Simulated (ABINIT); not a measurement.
# Quasiparticle gap of PbO (P4/nmm) in ABINIT, part 2 of 3

Aim: the G0W0 gap of PbO (P4/nmm) on PBE, step by step.

ABINIT 10.8.3; PBE and many-body steps on it, plane waves. Known limits of the many-body steps: not at the basis limit; no spin-orbit coupling; coarse k mesh.

So far. Step 2 (Ground state): The gap is indirect, with the least direct gap 0.99 eV higher.

The database entry behind the starting cell differs from later determinations by our own check (c about 1 % long), so it need not match the best structure at ambient conditions.

### Step 3. Bands along the symmetry lines

Level of this step: DFT, PBE, plane waves, norm-conserving pseudopotentials (ABINIT).

Levels along a band path, at the cheap level, show where the edges lie and whether the meshes to come will hold them.

run.abi reads:

```
acell 3*1.0 Angstrom
rprim 
  3.960000000000 0.000000000000 0.000000000000
  0.000000000000 3.960000000000 0.000000000000
  0.000000000000 0.000000000000 5.070000000000
ntypat 2
znucl 82 8
natom 4
typat 1 1 2 2
xred 
  0.000000000000 0.500000000000 0.238990104021
  0.500000000000 0.000000000000 0.761009895979
  0.000000000000 0.000000000000 0.000000000000
  0.500000000000 0.500000000000 0.000000000000
pp_dirpath "pseudos"
pseudos "Pb.upf, O.upf"
ecut 42
iscf -2
irdden 1
kptopt 0
nkpt 75
kpt 
  0.00000000 0.00000000 0.00000000
  0.00000000 0.06250000 0.00000000
  0.00000000 0.12500000 0.00000000
  0.00000000 0.18750000 0.00000000
  0.00000000 0.25000000 0.00000000
  0.00000000 0.31250000 0.00000000
  0.00000000 0.37500000 0.00000000
  0.00000000 0.43750000 0.00000000
  0.00000000 0.50000000 0.00000000
  0.06250000 0.50000000 0.00000000
  0.12500000 0.50000000 0.00000000
  0.18750000 0.50000000 0.00000000
  0.25000000 0.50000000 0.00000000
  0.31250000 0.50000000 0.00000000
  0.37500000 0.50000000 0.00000000
  0.43750000 0.50000000 0.00000000
  0.50000000 0.50000000 0.00000000
  0.43750000 0.43750000 0.00000000
  0.37500000 0.37500000 0.00000000
  0.31250000 0.31250000 0.00000000
  0.25000000 0.25000000 0.00000000
  0.18750000 0.18750000 0.00000000
  0.12500000 0.12500000 0.00000000
  0.06250000 0.06250000 0.00000000
  0.00000000 0.00000000 0.00000000
  0.00000000 0.00000000 0.06250000
  0.00000000 0.00000000 0.12500000
  0.00000000 0.00000000 0.18750000
  0.00000000 0.00000000 0.25000000
  0.00000000 0.00000000 0.31250000
  0.00000000 0.00000000 0.37500000
  0.00000000 0.00000000 0.43750000
  0.00000000 0.00000000 0.50000000
  0.00000000 0.06250000 0.50000000
  0.00000000 0.12500000 0.50000000
  0.00000000 0.18750000 0.50000000
  0.00000000 0.25000000 0.50000000
  0.00000000 0.31250000 0.50000000
  0.00000000 0.37500000 0.50000000
  0.00000000 0.43750000 0.50000000
  0.00000000 0.50000000 0.50000000
  0.06250000 0.50000000 0.50000000
  0.12500000 0.50000000 0.50000000
  0.18750000 0.50000000 0.50000000
  0.25000000 0.50000000 0.50000000
  0.31250000 0.50000000 0.50000000
  0.37500000 0.50000000 0.50000000
  0.43750000 0.50000000 0.50000000
  0.50000000 0.50000000 0.50000000
  0.43750000 0.43750000 0.50000000
  0.37500000 0.37500000 0.50000000
  0.31250000 0.31250000 0.50000000
  0.25000000 0.25000000 0.50000000
  0.18750000 0.18750000 0.50000000
  0.12500000 0.12500000 0.50000000
  0.06250000 0.06250000 0.50000000
  0.00000000 0.00000000 0.50000000
  0.00000000 0.50000000 0.00000000
  0.00000000 0.50000000 0.06250000
  0.00000000 0.50000000 0.12500000
  0.00000000 0.50000000 0.18750000
  0.00000000 0.50000000 0.25000000
  0.00000000 0.50000000 0.31250000
  0.00000000 0.50000000 0.37500000
  0.00000000 0.50000000 0.43750000
  0.00000000 0.50000000 0.50000000
  0.50000000 0.50000000 0.00000000
  0.50000000 0.50000000 0.06250000
  0.50000000 0.50000000 0.12500000
  0.50000000 0.50000000 0.18750000
  0.50000000 0.50000000 0.25000000
  0.50000000 0.50000000 0.31250000
  0.50000000 0.50000000 0.37500000
  0.50000000 0.50000000 0.43750000
  0.50000000 0.50000000 0.50000000
istwfk *1
nband 35
nbdbuf 2
tolwfr 1e-08
nstep 40
prtwf 0
prtvol 0
indata_prefix "in"
outdata_prefix "out"
tmpdata_prefix "tmp"
```

Started as:

```sh
> OMP_NUM_THREADS=1 mpirun -n 4 abinit run.abi > log
```

Numbers of over 12 decimals in the logs are rounded to 6 here.

Output:

```text
.Version 10.8.3 of ABINIT. v10.8.2 released Aug 2026.

 Symmetries : space group P4/n m m (#129); Bravais tP (primitive tetrag.)
[... echo of the input left out ...]
== DATASET  1 ==================================================================
-   mpi_nproc: 4, omp_nthreads: 1 (-1 if OMP is not activated)

--- !DatasetInfo
iteration_state: {dtset: 1, }
dimensions: {natom: 4, nkpt: 75, mband: 35, nsppol: 1, nspinor: 1, nspden: 1, mpw: 7032, }
cutoff_energies: {ecut:  42.0, pawecutdg:  -1.0, }
electrons: {nelect:   5.60000000E+01, charge:   0.00000000E+00, occopt:   1.00000000E+00, tsmear:   1.00000000E-02, }

 Real(R)+Recip(G) space primitive vectors, cartesian coordinates (Bohr,Bohr^-1):
 R(1)=  7.4833155  0.0000000  0.0000000  G(1)=  0.1336306  0.0000000  0.0000000
 R(2)=  0.0000000  7.4833155  0.0000000  G(2)=  0.0000000  0.1336306  0.0000000
 R(3)=  0.0000000  0.0000000  9.5809115  G(3)=  0.0000000  0.0000000  0.1043742
 Unit cell volume ucvol=  5.3653114E+02 bohr^3
 Angles (23,13,12)=  9.00000000E+01  9.00000000E+01  9.00000000E+01 degrees

 getcut: wavevector=  0.0000  0.0000  0.0000  ngfft=  45  45  60
         ecut(hartree)=     42.000   => boxcut(ratio)=   2.01544

--- Pseudopotential description ------------------------------------------------
- Pb Generated using ONCVPSP code by D. R. Hamann
- 82.00000  22.00000  220131                  znucl, zion, pspdat
12 -101130 3 -1 1692                          pspcod,pspxc,lmax,lloc,mmax
     nproj     2     2     2     1
  pspatm : epsatm=   27.21822286
         --- l  ekb(1:nproj) -->
             0   15.655587    1.914583
             1    7.187683    1.168328
             2    3.424574    0.432546
             3    9.337611
 pspatm: atomic psp has been read  and splines computed

- O Generated using ONCVPSP code by D. R. Hamann
-  8.00000   6.00000  171031                  znucl, zion, pspdat
12 -101130 2 -1 936                           pspcod,pspxc,lmax,lloc,mmax
     nproj     2     2     1     0
  pspatm : epsatm=    6.17005460
         --- l  ekb(1:nproj) -->
[...]
2   -1.331955
 pspatm: atomic psp has been read  and splines computed

--------------------------------------------------------------------------------

================================================================================
 prteigrs : about to open file out_EIG
 Non-SCF case, kpt    1 (  0.00000  0.00000  0.00000), residuals and eigenvalues=
  8.90E-09  7.92E-09  2.40E-09  6.43E-09  2.74E-09  7.01E-09  6.13E-09  3.30E-09
  4.79E-09  2.54E-09  2.73E-09  9.85E-09  1.52E-09  1.93E-09  7.98E-09  1.92E-09
  7.43E-09  8.23E-09  7.30E-09  2.39E-09  5.14E-09  2.17E-09  7.43E-09  8.85E-09
[...]
-4.8390E+00 -4.8390E+00 -2.6962E+00 -2.6962E+00 -2.6962E+00 -2.6962E+00
 -2.6961E+00 -2.6961E+00 -4.1320E-01 -3.9338E-01 -3.2922E-01 -3.2922E-01
[...]
Non-SCF case, kpt   74 (  0.50000  0.50000  0.43750), residuals and eigenvalues=
[...]
4.4021E-01  4.4021E-01  4.7253E-01  4.7253E-01  6.5517E-01
 Non-SCF case, kpt   75 (  0.50000  0.50000  0.50000), residuals and eigenvalues=
[...]
-2.8838E-01 -2.8838E-01 -3.7536E-02 -3.7536E-02  1.1753E-01  1.1753E-01
  1.7619E-01  1.7619E-01  2.2459E-01  2.2459E-01  3.8374E-01  3.8374E-01
  4.3237E-01  4.3237E-01  4.7315E-01  4.7315E-01  6.6070E-01

--- !ResultsGS
iteration_state: {dtset: 1, }
comment   : Summary of ground state results
lattice_vectors:
- [  7.4833155,   0.0000000,   0.0000000, ]
- [  0.0000000,   7.4833155,   0.0000000, ]
- [  0.0000000,   0.0000000,   9.5809115, ]
lattice_lengths: [   7.48332,    7.48332,    9.58091, ]
lattice_angles: [ 90.000,  90.000,  90.000, ] # degrees, (23, 13, 12)
lattice_volume:   5.3653114E+02
convergence: {deltae:  0.000E+00, res2:  0.000E+00, residm:  9.995E-09, diffor:  0.000E+00, }
etotal    :  -4.52737045E+02
entropy   :   0.00000000E+00
fermie    :   2.61001869E-01
cartesian_stress_tensor: null
pressure_GPa: null
xred      :
- [  0.0000E+00,   5.0000E-01,   2.3899E-01, Pb]
- [  5.0000E-01,   0.0000E+00,   7.6101E-01, Pb]
- [  0.0000E+00,   0.0000E+00,   0.0000E+00,  O]
- [  5.0000E-01,   5.0000E-01,   0.0000E+00,  O]
cartesian_forces: null
force_length_stats: {min: null, max: null, mean: null, }

 Integrated electronic density in atomic spheres:
 ------------------------------------------------
 Atom  Sphere_radius  Integrated_density
[...]
================================================================================

 ----iterations are completed or convergence reached----

 Mean square residual over all n,k,spin=   49.240E-10; max=  99.954E-10
 reduced coordinates (array xred) for    4 atoms
[...]
cartesian coordinates (angstrom) at end:
    1      0.000000     1.980000     1.211680
    2      1.980000     0.000000     3.858320
    3      0.000000     0.000000     0.000000
    4      1.980000     1.980000     0.000000
 length scales=  1.889726125908  1.889726125908  1.889726125908 bohr
              =  1.000000000000  1.000000000000  1.000000000000 angstroms
 prteigrs : about to open file out_EIG
 Eigenvalues (hartree) for nkpt=  75  k points:
 kpt#   1, nband= 35, wtk=  1.00000, kpt=  0.0000  0.0000  0.0000 (reduced coord)
[...]
kpt#   2, nband= 35, wtk=  1.00000, kpt=  0.0000  0.0625  0.0000 (reduced coord)
[...]
kpt#   3, nband= 35, wtk=  1.00000, kpt=  0.0000  0.1250  0.0000 (reduced coord)
[...]
kpt#  74, nband= 35, wtk=  1.00000, kpt=  0.5000  0.5000  0.4375 (reduced coord)
[...]
0.47253    0.47253    0.65517
 kpt#  75, nband= 35, wtk=  1.00000, kpt=  0.5000  0.5000  0.5000 (reduced coord)
[...]
-0.32169   -0.32169   -0.28838   -0.28838   -0.03754   -0.03754    0.11753    0.11753
   0.17619    0.17619    0.22459    0.22459    0.38374    0.38374    0.43237    0.43237
   0.47315    0.47315    0.66070

== END DATASET(S) ==============================================================
================================================================================

 -outvars: echo values of variables after computation  --------
            nband          35
             nkpt          75
          spgroup         129
 [... the other variables as echoed above ...]

 Calculation completed.
```

Elapsed: 72 s, on 4 MPI ranks of AMD EPYC 7R43, shared host; peak memory 0.6 GiB.

This step gave:

```yaml
gap: 1.125 eV
k_of_the_valence_top: 0, 0.0625, 0
k_of_the_conduction_bottom: 0.5, 0.5, 0
least_direct_gap: 2.115 eV
```

The gap is 1.125 eV, −0.001 eV from the run before at this level.

Electronic bands along the path, in eV, zero at the top of the highest filled band:

| point | band 25 | band 26 | band 27 | band 28 | band 29 | band 30 | band 31 | band 32 |
| --- | --- | --- | --- | --- | --- | --- | --- | --- |
| Γ | -1.72 | -1.59 | -1.59 | 0.00 | 2.41 | 5.53 | 5.57 | 5.57 |
| halfway | -2.51 | -2.00 | -1.94 | -0.27 | 3.53 | 3.54 | 5.47 | 5.90 |
| X | -2.95 | -2.95 | -1.74 | -1.74 | 3.32 | 3.32 | 6.61 | 6.61 |
| halfway | -2.21 | -2.21 | -1.44 | -1.44 | 2.45 | 2.45 | 5.38 | 5.38 |
| M | -1.76 | -1.76 | -0.99 | -0.99 | 1.13 | 1.13 | 5.19 | 5.19 |
| halfway | -2.86 | -2.73 | -1.22 | -0.56 | 3.01 | 3.35 | 4.70 | 5.17 |
| Γ | -1.72 | -1.59 | -1.59 | 0.00 | 2.41 | 5.53 | 5.57 | 5.57 |
| halfway | -1.74 | -1.61 | -1.61 | -0.42 | 2.14 | 4.52 | 4.52 | 5.05 |
| Z | -1.76 | -1.62 | -1.62 | -1.09 | 2.11 | 3.97 | 3.97 | 4.34 |
| halfway | -2.34 | -2.02 | -1.17 | -1.04 | 2.28 | 3.17 | 4.60 | 6.57 |
| R | -2.92 | -2.92 | -1.07 | -1.07 | 3.01 | 3.01 | 6.30 | 6.30 |
| halfway | -1.71 | -1.71 | -1.53 | -1.53 | 3.35 | 3.35 | 4.56 | 4.56 |
| A | -2.31 | -2.31 | -0.99 | -0.99 | 3.34 | 3.34 | 4.66 | 4.66 |
| halfway | -2.75 | -1.64 | -1.22 | -1.15 | 2.46 | 3.62 | 3.85 | 6.41 |
| Z | -1.76 | -1.62 | -1.62 | -1.09 | 2.11 | 3.97 | 3.97 | 4.34 |
| jump to X | -2.95 | -2.95 | -1.74 | -1.74 | 3.32 | 3.32 | 6.61 | 6.61 |
| halfway | -2.94 | -2.94 | -1.36 | -1.36 | 3.16 | 3.16 | 6.46 | 6.46 |
| R | -2.92 | -2.92 | -1.07 | -1.07 | 3.01 | 3.01 | 6.30 | 6.30 |
| jump to M | -1.76 | -1.76 | -0.99 | -0.99 | 1.13 | 1.13 | 5.19 | 5.19 |
| halfway | -2.05 | -2.05 | -0.99 | -0.99 | 1.94 | 1.94 | 5.52 | 5.52 |
| A | -2.31 | -2.31 | -0.99 | -0.99 | 3.34 | 3.34 | 4.66 | 4.66 |

### Step 4. Empty states on the mesh, 4×4×2 mesh, 90 bands

The sums over transitions need many empty states on a uniform mesh; this step solves for them.

run.abi reads:

```
acell 3*1.0 Angstrom
rprim 
  3.960000000000 0.000000000000 0.000000000000
  0.000000000000 3.960000000000 0.000000000000
  0.000000000000 0.000000000000 5.070000000000
ntypat 2
znucl 82 8
natom 4
typat 1 1 2 2
xred 
  0.000000000000 0.500000000000 0.238990104021
  0.500000000000 0.000000000000 0.761009895979
  0.000000000000 0.000000000000 0.000000000000
  0.500000000000 0.500000000000 0.000000000000
pp_dirpath "pseudos"
pseudos "Pb.upf, O.upf"
ecut 42
ngkpt 4 4 2
nshiftk 1
shiftk 0 0 0
kptopt 1
chksymbreak 0
iscf -2
irdden 1
istwfk *1
nband 90
nbdbuf 8
tolwfr 1e-09
nstep 60
prtvol 0
indata_prefix "in"
outdata_prefix "out"
tmpdata_prefix "tmp"
```

Output:

```text
.Version 10.8.3 of ABINIT. v10.8.2 released Aug 2026.

 Symmetries : space group P4/n m m (#129); Bravais tP (primitive tetrag.)
[... echo of the input left out ...]
== DATASET  1 ==================================================================
-   mpi_nproc: 4, omp_nthreads: 1 (-1 if OMP is not activated)

--- !DatasetInfo
iteration_state: {dtset: 1, }
dimensions: {natom: 4, nkpt: 12, mband: 90, nsppol: 1, nspinor: 1, nspden: 1, mpw: 7032, }
cutoff_energies: {ecut:  42.0, pawecutdg:  -1.0, }
electrons: {nelect:   5.60000000E+01, charge:   0.00000000E+00, occopt:   1.00000000E+00, tsmear:   1.00000000E-02, }

 Real(R)+Recip(G) space primitive vectors, cartesian coordinates (Bohr,Bohr^-1):
 R(1)=  7.4833155  0.0000000  0.0000000  G(1)=  0.1336306  0.0000000  0.0000000
 R(2)=  0.0000000  7.4833155  0.0000000  G(2)=  0.0000000  0.1336306  0.0000000
 R(3)=  0.0000000  0.0000000  9.5809115  G(3)=  0.0000000  0.0000000  0.1043742
 Unit cell volume ucvol=  5.3653114E+02 bohr^3
 Angles (23,13,12)=  9.00000000E+01  9.00000000E+01  9.00000000E+01 degrees

 getcut: wavevector=  0.0000  0.0000  0.0000  ngfft=  45  45  60
         ecut(hartree)=     42.000   => boxcut(ratio)=   2.01544

--- Pseudopotential description ------------------------------------------------
- Pb Generated using ONCVPSP code by D. R. Hamann
- 82.00000  22.00000  220131                  znucl, zion, pspdat
12 -101130 3 -1 1692                          pspcod,pspxc,lmax,lloc,mmax
     nproj     2     2     2     1
  pspatm : epsatm=   27.21822286
         --- l  ekb(1:nproj) -->
             0   15.655587    1.914583
             1    7.187683    1.168328
             2    3.424574    0.432546
             3    9.337611
 pspatm: atomic psp has been read  and splines computed

- O Generated using ONCVPSP code by D. R. Hamann
-  8.00000   6.00000  171031                  znucl, zion, pspdat
12 -101130 2 -1 936                           pspcod,pspxc,lmax,lloc,mmax
     nproj     2     2     1     0
  pspatm : epsatm=    6.17005460
         --- l  ekb(1:nproj) -->
[...]
2   -1.331955
 pspatm: atomic psp has been read  and splines computed

--------------------------------------------------------------------------------

================================================================================
 prteigrs : about to open file out_EIG
 Non-SCF case, kpt    1 (  0.00000  0.00000  0.00000), residuals and eigenvalues=
  9.41E-10  5.86E-10  4.43E-10  3.86E-10  2.68E-10  3.97E-10  4.33E-10  2.30E-10
  3.99E-10  1.97E-10  2.50E-10  5.36E-10  3.31E-10  3.96E-10  3.29E-10  5.07E-10
  2.80E-10  2.76E-10  3.05E-10  6.49E-10  1.53E-10  9.38E-10  6.60E-10  7.27E-10
[...]
1.89E-04  4.01E-04
 -4.8390E+00 -4.8390E+00 -2.6962E+00 -2.6962E+00 -2.6962E+00 -2.6962E+00
 -2.6961E+00 -2.6961E+00 -4.1320E-01 -3.9338E-01 -3.2922E-01 -3.2922E-01
 -3.2704E-01 -3.2691E-01 -3.2384E-01 -3.2116E-01 -3.2102E-01 -3.2102E-01
[...]
1.6607E+00  1.6751E+00  1.6751E+00  1.6917E+00  1.6917E+00  1.7032E+00
  1.7167E+00  1.7810E+00  1.8239E+00  1.8318E+00  1.8396E+00  1.8595E+00
 prteigrs : prtvol=0 or 1, do not print more k-points.

--- !ResultsGS
iteration_state: {dtset: 1, }
comment   : Summary of ground state results
lattice_vectors:
- [  7.4833155,   0.0000000,   0.0000000, ]
- [  0.0000000,   7.4833155,   0.0000000, ]
- [  0.0000000,   0.0000000,   9.5809115, ]
lattice_lengths: [   7.48332,    7.48332,    9.58091, ]
lattice_angles: [ 90.000,  90.000,  90.000, ] # degrees, (23, 13, 12)
lattice_volume:   5.3653114E+02
convergence: {deltae:  0.000E+00, res2:  0.000E+00, residm:  9.992E-10, diffor:  0.000E+00, }
etotal    :  -4.52737045E+02
entropy   :   0.00000000E+00
fermie    :   2.61001869E-01
cartesian_stress_tensor: null
pressure_GPa: null
xred      :
- [  0.0000E+00,   5.0000E-01,   2.3899E-01, Pb]
- [  5.0000E-01,   0.0000E+00,   7.6101E-01, Pb]
- [  0.0000E+00,   0.0000E+00,   0.0000E+00,  O]
- [  5.0000E-01,   5.0000E-01,   0.0000E+00,  O]
cartesian_forces: null
force_length_stats: {min: null, max: null, mean: null, }

 Integrated electronic density in atomic spheres:
 ------------------------------------------------
 Atom  Sphere_radius  Integrated_density
[...]
================================================================================

 ----iterations are completed or convergence reached----

 Mean square residual over all n,k,spin=   46.875E-11; max=  99.915E-11
 reduced coordinates (array xred) for    4 atoms
[...]
0.000000000000      0.000000000000      0.000000000000
       0.500000000000      0.500000000000      0.000000000000

 cartesian coordinates (angstrom) at end:
    1      0.000000     1.980000     1.211680
    2      1.980000     0.000000     3.858320
    3      0.000000     0.000000     0.000000
    4      1.980000     1.980000     0.000000
 length scales=  1.889726125908  1.889726125908  1.889726125908 bohr
              =  1.000000000000  1.000000000000  1.000000000000 angstroms
 prteigrs : about to open file out_EIG
 Eigenvalues (hartree) for nkpt=  12  k points:
 kpt#   1, nband= 90, wtk=  0.03125, kpt=  0.0000  0.0000  0.0000 (reduced coord)
[...]
1.56060    1.57297    1.57850    1.57850    1.62295    1.64710    1.66074    1.67506
   1.67506    1.69168    1.69168    1.70316    1.71671    1.78101    1.82394    1.83176
   1.83965    1.85950
 prteigrs : prtvol=0 or 1, do not print more k-points.

== END DATASET(S) ==============================================================
================================================================================

 -outvars: echo values of variables after computation  --------
            nband          90
             nkpt          12
          spgroup         129
 [... the other variables as echoed above ...]

 Calculation completed.
```

Run time: 44 s. Hardware: 4 MPI ranks; peak memory 0.46 GiB; 2.9 min of CPU time.

This step gave:

```yaml
gap: 1.126 eV
k_of_the_valence_top: 0, 0, 0
k_of_the_conduction_bottom: 0.5, 0.5, 0
least_direct_gap: 2.115 eV
k_points_computed: 12
lowest_point_of_the_top_converged_band_above_the_valence_top: 36.74 eV
```

On this mesh the gap is 1.126 eV.

(Continued in part 3 of 3.)

[Paths, hosts, dates, memory and timing lines, banners, echoed tables and standing remarks are left out of the program output.]

[Logs are printed without paths, hosts, clocks, repeated set-up lines and the standing remarks that a program may print on its own settings, such as how far it seeks lower states.]

[Runs of the session that timed out or met a known fault of the program may be left out.]

[Hosts, paths, dates, database ids (printed as entryN), source tags and the programs' standing remarks are cut or masked in the printed files.]

[G0W0 gaps are taken among the corrected bands and points alone; a level outside them can change the order at an edge.]

[Where Ansatz stands beside ABINIT at settings called matched, ABINIT's density can come from a denser mesh and the files from another edition; pairs whose starting gaps differed by over 0.03 eV were left out, so agreement reads better than it is.]
